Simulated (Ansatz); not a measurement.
# G0W0 on several functionals: WSe2 (P6_3/mmc), part 2 of 2

Aim: G0W0 for WSe2 (P6_3/mmc) on several starting functionals, at one mesh, band count and screening cutoff.

Ansatz 0.2.0; G0W0 on several functionals, plane waves, PAW. Known limits of the many-body steps: not at the basis limit; no spin-orbit coupling; coarse k mesh.

So far. Step 2 (G0W0 on PBE): The gap on the mesh goes from 0.98 eV to 1.29 eV, a correction of +0.32 eV. Between the two edge states, bare exchange in place of the xc potential would open the gap by 4.35 eV, and correlation takes back 4.03 eV.

The database entry behind the starting cell differs from later determinations by our own check (a about 0.2 % long), so it need not match the best structure at ambient conditions.

In doubt: masses and optical values from hybrid runs of this build are listed as unsure (steps 3, 4), which bears on the screening that GW takes from such a start.

### Step 3. G0W0 on HSE06

One-shot GW remembers its start. Another functional's orbitals and levels show by how much.

This step: G0W0 on HSE06, plane waves, PAW.

Contents of input.yaml:

```yaml
crystal:
  lattice:
    - [3.29, 0.0, 0.0]
    - [-1.645, 2.8492235785, 0.0]
    - [0.0, 0.0, 12.97]
  atoms:
    - { symbol: W, position: [0.3333333333, 0.6666666667, 0.25] }
    - { symbol: W, position: [0.6666666667, 0.3333333333, 0.75] }
    - { symbol: Se, position: [0.3333333333, 0.6666666667, 0.621] }
    - { symbol: Se, position: [0.6666666667, 0.3333333333, 0.121] }
    - { symbol: Se, position: [0.3333333333, 0.6666666667, 0.879] }
    - { symbol: Se, position: [0.6666666667, 0.3333333333, 0.379] }
kpoints:
  mp_grid: { grid: [6, 6, 2] }
hamiltonian:
  xc: hse06
  pseudopotentials: { kind: paw, source: ansatz }
scf:
  occupations: { method: fixed }
gw:
  n_empty_bands: 723
  ecut_chi: 190.0
  qp_bands: [v2, c2]
  qp_kpoints: band_edges
  screening: { model: contour_deformation }
```

Command:

```console
ansatz run input.yaml --threads 4 --pin off --max-ram 138240MiB --backend cuda --events-out ev --progress --plain --runs-dir out --devices 1 --max-vram 26GiB  # rebuilt from the run's record
```

Numbers of over 12 decimals in the logs are rounded to 6 here.

The program printed:

```text
GPUs: using 1 of 1 available (devices: 1).
[...]
davidson cushion auto → on  (no smearing: the cushion is to keep the highest requested band from converging to the state above it; pin scf.eigensolver.cushion to override)
[...]
GPU FFT provider: cuFFT
GPU libraries: cuBLAS 13.8.2, cuFFT 12.4.0, cuSOLVER 12.3.4
Crystal: 6 atoms, lattice volume = 121.580 Å³
Basis set: ecut = 760 eV, 5861 PW (Γ)
Bands: 72, of which v1, the nominal top of the filled ones, is band 60 counted from 1 (59 counted from 0)
Symmetry: 24 space group operations
[...]
k-points: 14 of 72
[...]
GPU buffer pool allocated for 108000 grid points (all kernels)
[...]
SCF iter   1: F=—  HF=-57643.423386 eV  |F-HF|=—  |Δ(HF+E_count)|=         —  Δρ=4.28e-2  dr2=9.01e0  ethr=1.00e-1  ⟨swp⟩=6.5  Hψ=2736  notcnv=0
[...]
SCF iter   6: F=-57642.161989 eV  HF=-57642.162018 eV  |F-HF|=2.91e-5  |Δ(HF+E_count)|=   3.16e-5  Δρ=2.21e-4  dr2=3.91e-5  ethr=1.83e-7  ⟨swp⟩=4.0  Hψ=3002  notcnv=0
SCF 1 stopped early in 6 iterations: F = -57642.161989 eV  dr2 = 3.91e-5
[...]
GPU FFT provider: cuFFT
GPU libraries: cuBLAS 13.8.2, cuFFT 12.4.0, cuSOLVER 12.3.4
[...]
GPU buffer pool allocated for 108000 grid points (all kernels)
[...]
Frozen-core exchange: fock
[...]
Internal energy: -57649.329515 eV  (E = F + TS)
E sigma→0 (E₀):  -57649.329515 eV
Fermi energy:    14.589127 eV
[...]
--- Band table (eV; the first three rows and the last of 14) ---
  k-point 0: bands = [... 56 lower, 12.9001, 13.2815, 13.3620, 14.5891, 17.8646, 17.8646, 17.9176, 17.9176, ... 1 higher]
  k-point 1: bands = [... 56 lower, 12.8682, 12.8682, 14.3245, 14.3245, 17.8662, 17.8662, 17.8662, 17.8662, ... 1 higher]
  k-point 2: bands = [... 56 lower, 12.4687, 13.3045, 13.3612, 13.8383, 16.7974, 17.4100, 17.4149, 17.5020, ... 1 higher]
  k-point 13: bands = [... 56 lower, 11.4562, 11.4562, 14.2341, 14.2341, 16.3697, 16.3697, 17.6518, 17.6518, ... 1 higher]
  guard bands above this table: 7 of the run's 72 bands. The solve was not asked for them (output.publish_guard_bands: true or output.eigenvalues: true publishes all)
[...]
0    59     13.3620   -18.1268     0.8052   -17.1871  0.7680    13.2272    13.2274  root
     0    60     14.5891   -19.3374     0.2738   -18.8838  0.7763    14.4091    14.4094  root
     0    61     17.8646   -13.6917    -4.2373   -17.7785  0.7796    17.7145    17.7142  root
     0    62     17.8646   -13.6917    -4.2373   -17.7785  0.7796    17.7145    17.7142  root
     1    59     14.3245   -19.0417     0.4946   -18.3608  0.7779    14.1380    14.1383  root
     1    60     14.3245   -19.0417     0.4946   -18.3608  0.7779    14.1380    14.1383  root
     1    61     17.8662   -13.6548    -4.2174   -17.7144  0.7786    17.7088    17.7084  root
     1    62     17.8662   -13.6548    -4.2174   -17.7144  0.7786    17.7088    17.7084  root
[...]
13    59     14.2341   -18.2422     0.2189   -17.8289  0.7765    14.0395    14.0398  root
    13    60     14.2341   -18.2422     0.2189   -17.8289  0.7765    14.0395    14.0398  root
    13    61     16.3697   -15.3876    -3.9768   -19.2705  0.7692    16.2758    16.2757  root
    13    62     16.3697   -15.3876    -3.9768   -19.2705  0.7692    16.2758    16.2757  root
[key lines of the parts left out:]
Free energy (F): -57649.329515 eV
```

Wall time 3.6 min (1 × NVIDIA H100 80GB HBM3 (shared by 3 runs) with 4 threads of AMD EPYC 7R13 (Zen 3), shared host); peak memory 4.4 GiB.

This step gave:

* bands summed: 783
* RPA ε∞ on this mesh (eigenvalues): 5.866, 12.10, 12.10
* plane waves in the screening matrix: 749
* q-points in the mesh: 72
* G0W0 gap on the mesh: 1.481 eV
* k of the valence top: 0, 0, 0
* k of the conduction bottom: 0.1667, 0.1667, 0
* starting gap on the mesh: 1.448 eV
* Z at the valence top: 0.7763
* Z at the conduction bottom: 0.7868
* least direct G0W0 gap on the computed points: 2.087 eV

Against the run with 6×6×2 mesh, 723 empty bands, screening to 190 eV, hard PAW files on PBE, the gap moves by +0.19 eV, while the start moved by +0.47 eV.

### Step 4. G0W0 on PBE0

This step: G0W0 on PBE0, plane waves, PAW.

Changes to input.yaml since step 3:

```diff
@@ -15,3 +15,3 @@
 hamiltonian:
-  xc: hse06
+  xc: pbe0
   pseudopotentials: { kind: paw, source: ansatz }
```

The program printed:

```text
GPUs: using 1 of 1 available (devices: 1).
[...]
GPU FFT provider: cuFFT
GPU libraries: cuBLAS 13.8.2, cuFFT 12.4.0, cuSOLVER 12.3.4
Crystal: 6 atoms, lattice volume = 121.580 Å³
Basis set: ecut = 760 eV, 5861 PW (Γ)
Bands: 72, of which v1, the nominal top of the filled ones, is band 60 counted from 1 (59 counted from 0)
Symmetry: 24 space group operations
[...]
k-points: 14 of 72
[...]
1    61     18.2255   -13.6429    -4.1349   -17.3451  0.7948    17.7947    17.7928  root
     1    62     18.2255   -13.6429    -4.1349   -17.3451  0.7948    17.7947    17.7928  root
[...]
13    59     13.9049   -18.2369     0.1826   -18.1250  0.7936    13.9756    13.9757  root
    13    60     13.9049   -18.2369     0.1826   -18.1250  0.7936    13.9756    13.9757  root
    13    61     16.6970   -15.3543    -3.9056   -18.8945  0.7865    16.3327    16.3316  root
    13    62     16.6970   -15.3543    -3.9056   -18.8945  0.7865    16.3327    16.3316  root
[key lines of the parts left out:]
Free energy (F): -57644.045010 eV
Fermi energy:    14.267356 eV
```

Elapsed: 2.7 min, on 1 × NVIDIA H100 80GB HBM3 (shared by 3 runs) with 4 threads; peak memory 4.3 GiB; 4.4 min of CPU time.

Numbers from this step:

```
bands summed                                 : 783
RPA ε∞ on this mesh (eigenvalues)            : 5.372, 10.40, 10.40
plane waves in the screening matrix          : 749
G0W0 gap on the mesh                         : 1.604 eV
k of the valence top                         : 0, 0, 0
k of the conduction bottom                   : 0.1667, 0.1667, 0
starting gap on the mesh                     : 2.097 eV
least direct G0W0 gap on the computed points : 2.205 eV
```

Against the run with 6×6×2 mesh, 723 empty bands, screening to 190 eV, hard PAW files on HSE06, the gap moves by +0.12 eV, while the start moved by +0.65 eV.

### Step 5. The starts together

All on the 6×6×2 mesh with 723 empty bands and screening to 190 eV. Times are wall times on 1 × NVIDIA H100 80GB HBM3 (shared by 3 runs) with 4 threads of AMD EPYC 7R13 (Zen 3), shared host, good to a factor of about two.

| start | starting gap (eV) | shift (eV) | G0W0 gap (eV) | RPA ε∞ (harmonic mean) | Z (valence, conduction) | time |
| --- | --- | --- | --- | --- | --- | --- |
| PBE | 0.98 | +0.32 | 1.29 | 11.05 | 0.75, 0.76 | 86 s |
| HSE06 | 1.45 | +0.03 | 1.48 | 8.94 | 0.78, 0.79 | 3.6 min |
| PBE0 | 2.10 | −0.49 | 1.60 | 7.93 | 0.79, 0.80 | 2.7 min |

How the two edges are built up, in eV (the quasiparticle level is the starting level plus Σx plus Σc less Vxc):

```csv
run,edge,start,Σx,Σc,Vxc,Z,QP
PBE,valence top,14.92,-19.39,0.26,-18.76,0.75,14.55
PBE,conduction bottom,15.90,-13.08,-3.77,-16.80,0.76,15.85
HSE06,valence top,14.59,-19.34,0.27,-18.88,0.78,14.41
HSE06,conduction bottom,16.04,-12.83,-3.74,-16.42,0.79,15.89
PBE0,valence top,14.27,-19.35,0.24,-19.18,0.79,14.35
PBE0,conduction bottom,16.36,-12.79,-3.67,-16.05,0.80,15.95
```

For a hybrid start, Vxc holds its share of exact exchange.

### Step 6. Summary of results

| Item | Value |
| --- | --- |
| G0W0@PBE | 1.29 eV (start 0.98 eV) |
| G0W0@HSE06 | 1.48 eV (start 1.45 eV) |
| G0W0@PBE0 | 1.60 eV (start 2.10 eV) |
| known limits | not at the basis limit; no spin-orbit coupling; coarse k mesh |

What this shows: The starting gaps span 1.12 eV and the G0W0 gaps 0.31 eV. Between PBE and PBE0, 0.31 eV of the 1.12 eV survives, 28 %. PBE0 screens less than PBE (ε∞ 7.93 against 11.05). Of the 0.31 eV by which its G0W0 gap is higher, the correlation part gives +0.11 eV, and exchange with the one-particle terms, which follow the orbitals, +0.20 eV. On PBE0 the correction is negative: that start lies above its own G0W0 value. The smallest correction, +0.03 eV, is on HSE06, the start nearest to reproducing itself. Bands and cutoff are finite, so the gap is not at the basis limit. The miss can reach some tenths of an eV and take either sign; the mesh is an error of its own. The 6×6×2 mesh is coarse for this cell (its supercell is 20 Å along the shortest edge). The RPA ε∞ on it, from the PBE start, is 7.12 and 15.26; such meshes misread the long-range screening, most where the gap is narrow. The program warns that the mesh is coarse for exact exchange, which bears on the hybrid start's gap. The many-body steps are scalar-relativistic: spin-orbit coupling is not in them.

[Paths, hosts, dates, memory and timing lines, banners, echoed tables and standing remarks are left out of the program output.]

[Logs are printed without paths, hosts, clocks, repeated set-up lines and the standing remarks that a program may print on its own settings, such as how far it seeks lower states.]

[Runs of the session that timed out or met a known fault of the program may be left out.]

[Cells called generated may have been cut or substituted from an entry of the Crystallography Open Database or the Materials Project.]

[Hosts, paths, dates, database ids (printed as entryN), source tags and the programs' standing remarks are cut or masked in the printed files.]
